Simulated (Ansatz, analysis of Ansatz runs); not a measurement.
# Migration in Li2CdCl4 (Imma): V_Li hop (4.4 Å), charge −1, part 2 of 3

Wanted: path and barrier of a jump of Li in Li2CdCl4 (Imma) at charge −1. The case: V_Li hop (4.4 Å), in a cell of 56 host atoms with 1 Li taken out.

Ansatz 0.2.0; plane-wave PAW DFT, PBEsol; nudged elastic band between two relaxed defect structures at fixed charge in a uniform background.

So far: Set-up; Relaxation of the start point, charge −1; Relaxation of the end point, charge −1.

**4. Nudged elastic band, charge −1**

5 movable images are laid between the ends on a pair-potential path, which keeps atoms from colliding in the first guess. Each image feels the true force across the path and a spring force along it. The highest image is set to climb to the top of the path.

This step: plane-wave PAW DFT, PBEsol; nudged elastic band between two relaxed defect structures at fixed charge in a uniform background.

Input file qm1.neb/input.yaml:

```yaml
crystal:
  lattice:
    - [0.0, 7.62069338, 10.46883164]
    - [7.38023042, 0.0, 10.46883164]
    - [7.38023042, 7.62069338, 0.0]
  atoms:
    - { symbol: Li, position: [0.19423311, 0.44874285, 0.05609803] }
    - { symbol: Li, position: [0.44047695, 0.70177177, 0.30544804] }
    - { symbol: Li, position: [0.69821375, 0.94652392, 0.55151027] }
    - { symbol: Li, position: [0.94461823, 0.19779327, 0.80918229] }
    - { symbol: Li, position: [0.12216522, 0.62755185, 0.62278282] }
    - { symbol: Li, position: [0.37523335, 0.87479022, 0.87483048] }
    - { symbol: Li, position: [0.6274288, 0.12229938, 0.12774457] }
    - { symbol: Li, position: [0.11987478, 0.13156158, 0.13071663] }
    - { symbol: Li, position: [0.37498869, 0.37491682, 0.37491096] }
    - { symbol: Li, position: [0.63069814, 0.61787731, 0.61942965] }
    - { symbol: Li, position: [0.87547475, 0.8745049, 0.87552213] }
    - { symbol: Li, position: [0.05201414, 0.80310814, 0.19818626] }
    - { symbol: Li, position: [0.30904249, 0.0482227, 0.44499613] }
    - { symbol: Li, position: [0.55519624, 0.30123164, 0.69519481] }
    - { symbol: Li, position: [0.80561361, 0.55178632, 0.94140455] }
    - { symbol: Cd, position: [-0.00351492, 0.00912748, 0.50008686] }
    - { symbol: Cd, position: [0.24889111, 0.25075027, 0.75008912] }
    - { symbol: Cd, position: [0.50149607, 0.49900389, 7.357e-05] }
    - { symbol: Cd, position: [0.7528417, 0.74091344, 0.25049076] }
    - { symbol: Cd, position: [-0.0003038, 0.49416889, 0.49725272] }
    - { symbol: Cd, position: [0.25032409, 0.74998157, 0.74872702] }
    - { symbol: Cd, position: [0.50007411, -0.00035962, 0.00102525] }
    - { symbol: Cd, position: [0.75036098, 0.2555169, 0.25320205] }
    - { symbol: Cl, position: [0.14038605, 0.11548718, 0.88154357] }
    - { symbol: Cl, position: [0.38731073, 0.36788429, 0.13214194] }
    - { symbol: Cl, position: [0.62251523, 0.63167099, 0.38419866] }
    - { symbol: Cl, position: [0.88784357, 0.86992031, 0.63133087] }
    - { symbol: Cl, position: [0.24292625, 0.74965487, 0.50589357] }
    - { symbol: Cl, position: [0.49797102, 1.00092613, 0.7523271] }
    - { symbol: Cl, position: [0.74475877, 0.24804541, 0.00731501] }
    - { symbol: Cl, position: [1.00062549, 0.50230053, 0.24979906] }
    - { symbol: Cl, position: [0.11790399, 0.63709004, 0.86294508] }
    - { symbol: Cl, position: [0.36855559, 0.8873489, 0.10953409] }
    - { symbol: Cl, position: [0.61888041, 0.13900401, 0.36187717] }
    - { symbol: Cl, position: [0.86587017, 0.38838076, 0.62706504] }
    - { symbol: Cl, position: [0.2515831, 0.24793434, -0.00174084] }
    - { symbol: Cl, position: [0.49642334, 0.49990314, 0.25038082] }
    - { symbol: Cl, position: [0.75060755, 0.747426, 0.49922164] }
    - { symbol: Cl, position: [0.99962196, 0.99659384, 0.75370072] }
    - { symbol: Cl, position: [-0.00079163, 0.00216926, 0.25125031] }
    - { symbol: Cl, position: [0.25373146, 0.24980132, 0.49995898] }
    - { symbol: Cl, position: [0.49895499, 0.50189358, 0.75174527] }
    - { symbol: Cl, position: [0.75060396, 0.75297859, 0.99673594] }
    - { symbol: Cl, position: [0.13102272, 0.61085225, 0.38818273] }
    - { symbol: Cl, position: [0.3817723, 0.86232311, 0.64034782] }
    - { symbol: Cl, position: [0.63247605, 0.1124982, 0.88761849] }
    - { symbol: Cl, position: [0.88436104, 0.3611097, 0.12344476] }
    - { symbol: Cl, position: [0.0053406, 0.50159382, 0.74309596] }
    - { symbol: Cl, position: [0.25243214, 0.74889669, 0.99741891] }
    - { symbol: Cl, position: [0.50654334, 0.00019512, 0.24442266] }
    - { symbol: Cl, position: [0.74892315, 0.24761891, 0.50084945] }
    - { symbol: Cl, position: [0.12716351, 0.11799822, 0.36623932] }
    - { symbol: Cl, position: [0.36262965, 0.38225617, 0.61790211] }
    - { symbol: Cl, position: [0.61004843, 0.6341652, 0.86876637] }
    - { symbol: Cl, position: [0.86188898, 0.87988109, 0.1193831] }
total_charge: -1
basis:
  ecutwfc: 420
  xc_grid: 2
hamiltonian:
  xc: pbesol
kpoints:
  mp_grid: { grid: [1, 1, 1], shift: [0.25, 0.25, 0.25] }
scf:
  occupations: { method: fixed }
  max_iter: 100
output:
  forces: true
neb:
  images: 5
  f_tol: 0.04
  climbing: true
  initial_path: idpp
  max_iterations: 45
  order_check: false
  final_atoms:
    - { symbol: Li, position: [0.19404425, 0.44671933, 0.05366803] }
    - { symbol: Li, position: [0.44388688, 0.69991404, 0.30496618] }
[... 1 atom line left out ...]
    - { symbol: Li, position: [0.94789972, 0.19563141, 0.80107764] }
[... 3 atom lines left out ...]
    - { symbol: Li, position: [0.12208384, 0.12754584, 0.12964587] }
[... 4 atom lines left out ...]
    - { symbol: Li, position: [-0.12072666, 0.37032039, 0.37307452] }
[... 2 atom lines left out ...]
    - { symbol: Cd, position: [0.00173123, 0.0039742, 0.49670374] }
[... 3 atom lines left out ...]
    - { symbol: Cd, position: [0.00337329, 0.49563827, 0.49937098] }
[... 10 atom lines left out ...]
    - { symbol: Cl, position: [0.99321339, 0.5037879, 0.25155421] }
[... 3 atom lines left out ...]
    - { symbol: Cl, position: [0.86499448, 0.38902126, 0.61379079] }
[... 3 atom lines left out ...]
    - { symbol: Cl, position: [0.99778245, 0.99741437, 0.75092044] }
[... 1 atom line left out ...]
    - { symbol: Cl, position: [0.24780686, 0.25755246, 0.5010753] }
[... 5 atom lines left out ...]
    - { symbol: Cl, position: [0.87725809, 0.36625141, 0.13393359] }
[... 3 atom lines left out ...]
    - { symbol: Cl, position: [0.74795258, 0.25304431, 0.49592413] }
    - { symbol: Cl, position: [0.10505766, 0.13744967, 0.36272394] }
[... 2 atom lines left out ...]
    - { symbol: Cl, position: [0.86458593, 0.88126564, 0.11657354] }
```

Command:

```console
> ansatz run input.yaml --threads 4 --pin off --max-ram 14131MiB --backend cpu --events-out ev --progress --plain --runs-dir out
```

Output:

```text
Warning: neb: disabling space-group detection — the band's intermediate images generally break the endpoint symmetry, so the full k-mesh is solved, and no spatial operation symmetrises the density, except that a semilocal band can use its path's symmetry [...]
[...]
parallel-image band execution: 4 concurrent image workers
NEB image 0
Crystal: 55 atoms, lattice volume = 1177.586 Å³
Basis set: ecut = 420 eV, 23051 PW (Γ), exchange–correlation on 180×180×144 points (8 copies of the dense FFT grid, shifted against one another)
Bands: 270, of which v1, the nominal top of the filled ones, is band 215 counted from 1 (214 counted from 0)
Symmetry: 1 space group operations
k-points: 1
[...]
SCF iter   1: F=—  HF=-102540.756477 eV  |F-HF|=—  |Δ(HF+E_count)|=         —  Δρ=9.39e-3  dr2=1.11e0  ethr=1.77e-3  ⟨swp⟩=5.0  Hψ=780  notcnv=0  defer=53
[...]
SCF iter   8: F=-102540.372611 eV  HF=-102540.372611 eV  |F-HF|=4.25e-8  |Δ(HF+E_count)|=   5.40e-7  Δρ=1.75e-6  dr2=3.72e-8  ethr=2.33e-11  ⟨swp⟩=4.0  Hψ=836  notcnv=0
SCF 1 converged in 8 iterations: F = -102540.372611 eV  dr2 = 3.72e-8
[...]
NSCF: frozen V_eff on 1 k-points
NEB image 6
SCF iter   1: F=—  HF=-102540.947265 eV  |F-HF|=—  |Δ(HF+E_count)|=         —  Δρ=9.39e-3  dr2=1.11e0  ethr=1.77e-3  ⟨swp⟩=5.0  Hψ=780  notcnv=0  defer=53
[...]
SCF iter   8: F=-102540.563901 eV  HF=-102540.563901 eV  |F-HF|=9.62e-8  |Δ(HF+E_count)|=   8.94e-7  Δρ=2.61e-6  dr2=8.02e-8  ethr=2.33e-11  ⟨swp⟩=2.0  Hψ=927  notcnv=0
SCF 2 converged in 8 iterations: F = -102540.563901 eV  dr2 = 8.02e-8
[...]
NEB end point (image 0): max|allowed force component| = 1.243e-2 eV/Å (the criterion of neb.relax_end_points is 1.000e-2)
NEB end point (image 6): max|allowed force component| = 1.024e-2 eV/Å (the criterion of neb.relax_end_points is 1.000e-2)
NEB image 1
SCF iter   1: F=—  HF=-102540.276321 eV  |F-HF|=—  |Δ(HF+E_count)|=         —  Δρ=9.41e-3  dr2=1.12e0  ethr=1.77e-3  ⟨swp⟩=5.0  Hψ=780  notcnv=0  defer=53
[...]
SCF iter   8: F=-102539.890563 eV  HF=-102539.890563 eV  |F-HF|=1.42e-7  |Δ(HF+E_count)|=   2.47e-6  Δρ=2.07e-6  dr2=8.20e-8  ethr=2.33e-11  ⟨swp⟩=2.0  Hψ=927  notcnv=0
SCF 3 converged in 8 iterations: F = -102539.890563 eV  dr2 = 8.20e-8
NEB image 2
SCF iter   1: F=—  HF=-102539.469565 eV  |F-HF|=—  |Δ(HF+E_count)|=         —  Δρ=9.43e-3  dr2=1.14e0  ethr=1.77e-3  ⟨swp⟩=5.0  Hψ=779  notcnv=0  defer=53
[...]
SCF iter   8: F=-102539.079584 eV  HF=-102539.079584 eV  |F-HF|=1.44e-7  |Δ(HF+E_count)|=   3.02e-6  Δρ=2.21e-6  dr2=9.19e-8  ethr=2.33e-11  ⟨swp⟩=2.0  Hψ=919  notcnv=0
SCF 4 converged in 8 iterations: F = -102539.079584 eV  dr2 = 9.19e-8
NEB image 3
SCF iter   1: F=—  HF=-102539.345702 eV  |F-HF|=—  |Δ(HF+E_count)|=         —  Δρ=9.43e-3  dr2=1.14e0  ethr=1.77e-3  ⟨swp⟩=5.0  Hψ=780  notcnv=0  defer=53
[...]
SCF iter   8: F=-102538.954457 eV  HF=-102538.954457 eV  |F-HF|=4.42e-8  |Δ(HF+E_count)|=   6.81e-7  Δρ=2.51e-6  dr2=6.72e-8  ethr=2.33e-11  ⟨swp⟩=2.0  Hψ=915  notcnv=0
SCF 5 converged in 8 iterations: F = -102538.954457 eV  dr2 = 6.72e-8
NEB image 4
SCF iter   1: F=—  HF=-102539.913944 eV  |F-HF|=—  |Δ(HF+E_count)|=         —  Δρ=9.41e-3  dr2=1.13e0  ethr=1.77e-3  ⟨swp⟩=5.0  Hψ=780  notcnv=0  defer=53
[...]
SCF iter   8: F=-102539.525912 eV  HF=-102539.525911 eV  |F-HF|=4.85e-8  |Δ(HF+E_count)|=   6.72e-7  Δρ=2.07e-6  dr2=4.93e-8  ethr=2.33e-11  ⟨swp⟩=4.0  Hψ=839  notcnv=0
SCF 6 converged in 8 iterations: F = -102539.525912 eV  dr2 = 4.93e-8
NEB image 5
SCF iter   1: F=—  HF=-102540.614113 eV  |F-HF|=—  |Δ(HF+E_count)|=         —  Δρ=9.39e-3  dr2=1.11e0  ethr=1.77e-3  ⟨swp⟩=5.0  Hψ=779  notcnv=0  defer=53
[...]
SCF iter   8: F=-102540.229612 eV  HF=-102540.229612 eV  |F-HF|=6.46e-8  |Δ(HF+E_count)|=   6.01e-7  Δρ=2.58e-6  dr2=7.02e-8  ethr=2.33e-11  ⟨swp⟩=2.0  Hψ=920  notcnv=0
SCF 7 converged in 8 iterations: F = -102540.229612 eV  dr2 = 7.02e-8
NEB iter   1: max|band force component| = 2.068e0 eV/Å  barrier→ = 1.4182 eV  barrier← = 1.6094 eV  Δτ_max = 0.1991 Å  (56 SCF iters)
NEB image 1
[...]
SCF iter   8: F=-102540.100409 eV  HF=-102540.100409 eV  |F-HF|=1.43e-8  |Δ(HF+E_count)|=   1.68e-7  Δρ=9.41e-7  dr2=1.60e-8  ethr=2.33e-11  ⟨swp⟩=4.0  Hψ=745  notcnv=0
SCF 8 converged in 8 iterations: F = -102540.100409 eV  dr2 = 1.60e-8
NEB image 2
[...]
SCF iter   8: F=-102539.658636 eV  HF=-102539.658636 eV  |F-HF|=1.11e-8  |Δ(HF+E_count)|=   2.40e-7  Δρ=1.04e-6  dr2=1.86e-8  ethr=2.33e-11  ⟨swp⟩=4.0  Hψ=764  notcnv=0
SCF 9 converged in 8 iterations: F = -102539.658636 eV  dr2 = 1.86e-8
NEB image 3
[...]
SCF iter   8: F=-102539.592737 eV  HF=-102539.592737 eV  |F-HF|=1.27e-8  |Δ(HF+E_count)|=   2.52e-7  Δρ=1.08e-6  dr2=2.08e-8  ethr=2.33e-11  ⟨swp⟩=4.0  Hψ=763  notcnv=0
SCF 10 converged in 8 iterations: F = -102539.592737 eV  dr2 = 2.08e-8
NEB image 4
[...]
SCF iter   8: F=-102539.993999 eV  HF=-102539.993999 eV  |F-HF|=8.82e-9  |Δ(HF+E_count)|=   2.37e-7  Δρ=1.04e-6  dr2=1.93e-8  ethr=2.33e-11  ⟨swp⟩=4.0  Hψ=837  notcnv=0
SCF 11 converged in 8 iterations: F = -102539.993999 eV  dr2 = 1.93e-8
NEB image 5
[...]
SCF iter   8: F=-102540.375870 eV  HF=-102540.375870 eV  |F-HF|=5.84e-9  |Δ(HF+E_count)|=   1.22e-7  Δρ=7.58e-7  dr2=1.02e-8  ethr=2.33e-11  ⟨swp⟩=3.0  Hψ=703  notcnv=0
SCF 12 converged in 8 iterations: F = -102540.375870 eV  dr2 = 1.02e-8
NEB iter   2: max|band force component| = 1.481e0 eV/Å  barrier→ = 0.7799 eV  barrier← = 0.9712 eV  Δτ_max = 0.2000 Å  (40 SCF iters)
NEB image 1
[...]
SCF iter   7: F=-102540.139913 eV  HF=-102540.139913 eV  |F-HF|=5.23e-8  |Δ(HF+E_count)|=   5.73e-8  Δρ=1.85e-6  dr2=4.85e-8  ethr=2.33e-11  ⟨swp⟩=2.0  Hψ=922  notcnv=0
SCF 13 converged in 7 iterations: F = -102540.139913 eV  dr2 = 4.85e-8
NEB image 2
[...]
SCF iter   8: F=-102539.857298 eV  HF=-102539.857298 eV  |F-HF|=8.88e-9  |Δ(HF+E_count)|=   1.87e-7  Δρ=8.91e-7  dr2=1.29e-8  ethr=2.33e-11  ⟨swp⟩=3.0  Hψ=701  notcnv=0
SCF 14 converged in 8 iterations: F = -102539.857298 eV  dr2 = 1.29e-8
NEB image 3
[...]
SCF iter   8: F=-102539.998608 eV  HF=-102539.998608 eV  |F-HF|=1.27e-8  |Δ(HF+E_count)|=   2.86e-7  Δρ=1.13e-6  dr2=2.10e-8  ethr=2.33e-11  ⟨swp⟩=4.0  Hψ=800  notcnv=0
SCF 15 converged in 8 iterations: F = -102539.998608 eV  dr2 = 2.10e-8
NEB image 4
[...]
NEB iter  12: max|band force component| = 5.792e-2 eV/Å  barrier→ = 0.3277 eV  barrier← = 0.5190 eV  CI = image 2  Δτ_max = 0.0318 Å  (28 SCF iters)
NEB image 1
[...]
SCF iter   5: F=-102540.155688 eV  HF=-102540.155688 eV  |F-HF|=3.22e-8  |Δ(HF+E_count)|=   1.97e-8  Δρ=1.87e-6  dr2=4.82e-8  ethr=2.33e-11  ⟨swp⟩=4.0  Hψ=834  notcnv=0
SCF 63 converged in 5 iterations: F = -102540.155688 eV  dr2 = 4.82e-8
NEB image 2
[...]
SCF iter   5: F=-102540.045202 eV  HF=-102540.045202 eV  |F-HF|=8.20e-8  |Δ(HF+E_count)|=   3.18e-7  Δρ=2.59e-6  dr2=9.01e-8  ethr=2.33e-11  ⟨swp⟩=4.0  Hψ=839  notcnv=0
SCF 64 converged in 5 iterations: F = -102540.045202 eV  dr2 = 9.01e-8
NEB image 3
[...]
SCF iter   5: F=-102540.122251 eV  HF=-102540.122251 eV  |F-HF|=3.76e-8  |Δ(HF+E_count)|=   9.15e-8  Δρ=2.55e-6  dr2=9.72e-8  ethr=2.33e-11  ⟨swp⟩=4.0  Hψ=840  notcnv=0
SCF 65 converged in 5 iterations: F = -102540.122251 eV  dr2 = 9.72e-8
NEB image 4
[...]
SCF iter   5: F=-102540.171935 eV  HF=-102540.171935 eV  |F-HF|=1.81e-8  |Δ(HF+E_count)|=   6.37e-8  Δρ=2.40e-6  dr2=9.37e-8  ethr=2.33e-11  ⟨swp⟩=4.0  Hψ=840  notcnv=0
SCF 66 converged in 5 iterations: F = -102540.171935 eV  dr2 = 9.37e-8
NEB image 5
[...]
SCF iter   5: F=-102540.411619 eV  HF=-102540.411619 eV  |F-HF|=6.04e-9  |Δ(HF+E_count)|=   3.10e-8  Δρ=1.30e-6  dr2=2.66e-8  ethr=2.33e-11  ⟨swp⟩=4.0  Hψ=767  notcnv=0
SCF 67 converged in 5 iterations: F = -102540.411619 eV  dr2 = 2.66e-8
NEB image 1
[...]
NEB image 3
[...]
NEB image 4
[...]
NEB image 5
[...]
NEB image 2
[...]
the band table was solved once a step of the walk had ended and its energy, with any forces and stress, was formed, with the checks that follow a solve (1268 applications of the Hamiltonian). They found nothing against the state; [...]
NEB iter  13: max|band force component| = 3.629e-2 eV/Å  barrier→ = 0.3274 eV  barrier← = 0.5187 eV  CI = image 2  Δτ_max = 0.0000 Å  (25 SCF iters)
SCF converged after 5 iterations
Free energy (F): -102540.045202 eV
[...]
Internal energy: -102540.045202 eV  (E = F + TS)
E sigma→0 (E₀):  -102540.045202 eV
Fermi energy:    2.526178 eV
[...]
--- Forces (eV/Å), atoms counted from 1 ---
  atom   1  Li    -0.00000264     0.00018797     0.00169319
  atom   2  Li     0.00137912     0.00099084     0.00068007
  [... 1 atom left out ...]
  atom   4  Li    -0.00194602     0.00098600     0.00062763
  [... 3 atoms left out ...]
  atom   8  Li    -0.00018842    -0.00298990     0.00045659
  [... 4 atoms left out ...]
  atom  13  Li    -0.01245282    -0.00038080     0.00016969
  [... 2 atoms left out ...]
  atom  16  Cd    -0.00678111    -0.00411872     0.00492825
  [... 3 atoms left out ...]
  atom  20  Cd    -0.00452707     0.00235261     0.01048164
  [... 10 atoms left out ...]
  atom  31  Cl    -0.00059904    -0.00056071    -0.00692946
  [... 3 atoms left out ...]
  atom  35  Cl     0.01343568    -0.00360986    -0.00632082
  [... 5 atoms left out ...]
  atom  41  Cl     0.00358913    -0.00321569    -0.00010232
  [... 9 atoms left out ...]
  atom  51  Cl     0.00002749     0.00149134     0.00370271
  atom  52  Cl     0.00157996     0.00394656    -0.00253165
  [... 3 atoms left out ...]
  max |Σ_I F_I| component: 1.44e-4 eV/Å
--- Band table (eV) ---
[...]
this run last wrote the band of iteration 13 to <dir>
--- NEB band (7 images, 13 band iterations, 453 SCF iterations) ---
  forward barrier  = 0.327409 eV
  backward barrier = 0.518699 eV
  climbing image's point = of an order that was not read
  energies are F+E_penalty+E_count in eV, relative to image 0
  image     s (Å)  Δ vs image 0  max|band force component| (eV/Å)
      0    0.0000      0.000000                                 —
      1    1.1880      0.216923                          1.070e-2
  *   2    2.3760      0.327409                          1.357e-2
      3    3.1648      0.250360                          3.629e-2
      4    3.9537      0.200676                          1.104e-2
      5    4.7424     -0.039008                          3.797e-3
      6    5.5312     -0.191290                                 —
  climbing-image geometry (image 2):
  cell:  # Å, volume = 1177.5860 Å³
    - [0.0, 7.62069338, 10.46883164]
    - [7.38023042, 0.0, 10.46883164]
    - [7.38023042, 7.62069338, 0.0]
  atoms:
    - { symbol: Li, position: [0.192483, 0.447764, 0.056879] }
    - { symbol: Li, position: [0.440082, 0.706762, 0.305985] }
    - { symbol: Li, position: [0.693808, 0.950387, 0.552136] }
    - { symbol: Li, position: [0.940306, 0.192672, 0.822475] }
    - { symbol: Li, position: [0.128269, 0.624484, 0.627124] }
    - { symbol: Li, position: [0.380815, 0.870651, 0.866167] }
    - { symbol: Li, position: [0.622766, 0.118190, 0.129884] }
    - { symbol: Li, position: [0.119961, 0.126775, 0.119766] }
    - { symbol: Li, position: [0.376425, 0.378352, 0.371839] }
    - { symbol: Li, position: [0.609724, 0.638220, 0.615763] }
    - { symbol: Li, position: [0.875272, 0.874533, 0.875471] }
    - { symbol: Li, position: [0.053660, 0.802758, 0.192593] }
    - { symbol: Li, position: [0.109091, 0.212166, 0.487661] }
    - { symbol: Li, position: [0.557446, 0.300542, 0.694018] }
    - { symbol: Li, position: [0.803377, 0.552635, 0.943436] }
    - { symbol: Cd, position: [-0.003924, 0.001169, 0.496427] }
    - { symbol: Cd, position: [0.251016, 0.249780, 0.749226] }
    - { symbol: Cd, position: [0.499944, 0.499052, -0.000851] }
    - { symbol: Cd, position: [0.748472, 0.743687, 0.249342] }
    - { symbol: Cd, position: [-0.004972, 0.514677, 0.500775] }
    - { symbol: Cd, position: [0.252613, 0.752320, 0.745479] }
    - { symbol: Cd, position: [0.500936, -0.002363, 0.004264] }
    - { symbol: Cd, position: [0.748638, 0.255914, 0.252371] }
    - { symbol: Cl, position: [0.141698, 0.114476, 0.876964] }
    - { symbol: Cl, position: [0.385342, 0.368584, 0.132014] }
    - { symbol: Cl, position: [0.630135, 0.622137, 0.384112] }
    - { symbol: Cl, position: [0.887433, 0.865649, 0.631993] }
    - { symbol: Cl, position: [0.245059, 0.745003, 0.506169] }
    - { symbol: Cl, position: [0.498421, 1.000834, 0.752888] }
    - { symbol: Cl, position: [0.741170, 0.246317, 0.009028] }
    - { symbol: Cl, position: [1.001456, 0.500771, 0.258765] }
    - { symbol: Cl, position: [0.120527, 0.638027, 0.862904] }
    - { symbol: Cl, position: [0.374486, 0.880578, 0.101256] }
    - { symbol: Cl, position: [0.616475, 0.140129, 0.361976] }
    - { symbol: Cl, position: [0.891958, 0.369622, 0.620475] }
    - { symbol: Cl, position: [0.250147, 0.247079, -0.001980] }
    - { symbol: Cl, position: [0.497523, 0.501463, 0.247679] }
    - { symbol: Cl, position: [0.745548, 0.749745, 0.501752] }
    - { symbol: Cl, position: [0.999172, 0.999566, 0.747194] }
    - { symbol: Cl, position: [-0.003789, 0.001469, 0.245655] }
    - { symbol: Cl, position: [0.249911, 0.260453, 0.497477] }
    - { symbol: Cl, position: [0.502548, 0.499817, 0.749256] }
    - { symbol: Cl, position: [0.754843, 0.749358, 0.994541] }
    - { symbol: Cl, position: [0.134420, 0.618268, 0.386144] }
    - { symbol: Cl, position: [0.378583, 0.864660, 0.640070] }
    - { symbol: Cl, position: [0.634035, 0.111309, 0.884327] }
    - { symbol: Cl, position: [0.885714, 0.358267, 0.120615] }
    - { symbol: Cl, position: [0.005840, 0.503185, 0.747083] }
    - { symbol: Cl, position: [0.253743, 0.747802, 0.997172] }
    - { symbol: Cl, position: [0.509478, -0.003904, 0.241189] }
    - { symbol: Cl, position: [0.752174, 0.244301, 0.498977] }
    - { symbol: Cl, position: [0.138695, 0.096391, 0.352728] }
    - { symbol: Cl, position: [0.364393, 0.381609, 0.617458] }
    - { symbol: Cl, position: [0.617806, 0.625871, 0.861380] }
    - { symbol: Cl, position: [0.864519, 0.876439, 0.118149] }
```

It took 16 min on 4 threads of Arm Neoverse V2, shared host; peak memory 6.6 GiB; 42 min of CPU time.

The path, image by image:

```
image  path (Å)  energy (eV)    Li13: x, y, z (Å)
    0     0.000       0.0000  3.640, 5.746, 3.740
    1     1.188       0.2169  4.597, 5.510, 3.230
    2     2.376       0.3274  5.165, 4.548, 3.363
    3     3.165       0.2504  5.210, 3.847, 3.603
    4     3.954       0.2007  5.290, 3.147, 3.284
    5     4.742      -0.0390  5.360, 2.494, 2.915
    6     5.531      -0.1913  5.486, 1.923, 2.613
```

Numbers from this step:

```
free energy      : -102540.0452 eV
barrier forward  : 0.3274 eV
barrier backward : 0.5187 eV
end less start   : -0.1913 eV
hop length       : 4.393 Å
```

Track of the atom that was set to move:

```
image  x (Å)  y (Å)  z (Å)  nearest neighbour  distance (Å)
    0   3.64  5.746   3.74                 Cl         2.308
    1  4.597   5.51   3.23                 Cl         2.252
    2  5.165  4.548  3.363                 Cl         2.209
    3   5.21  3.847  3.603                 Cl         2.217
    4   5.29  3.147  3.284                 Cl         2.214
    5   5.36  2.494  2.915                 Cl         2.295
    6  5.486  1.923  2.613                 Cl         2.434
```

The band met its tolerance of 0.04 eV/Å after 13 iterations, with image 2 on top (the start counts as 0). Li13, which moves farthest between the ends, has 4 Cl at 2.31 to 2.44 Å nearest at the start and 3 Cl at 2.21 to 2.33 Å at the top. Between images 0 and 1 a bond changes partner or an atom moves over 0.9 Å. No image samples that step, so along this band the top may lie higher.

(Continued in part 3 of 3.)

[Long decimals in the printed logs are rounded to 6 places.]

[Repeated set-up lines and some long k-point lines are left out of the logs, and relaxed atomic positions are cut to six decimals.]

[Logs are printed without paths, hosts, clocks, repeated set-up lines and the standing remarks that a program may print on its own settings, such as how far it seeks lower states.]

[Hosts, paths, dates, database ids (printed as entryN), source tags and the programs' standing remarks are cut or masked in the printed files.]
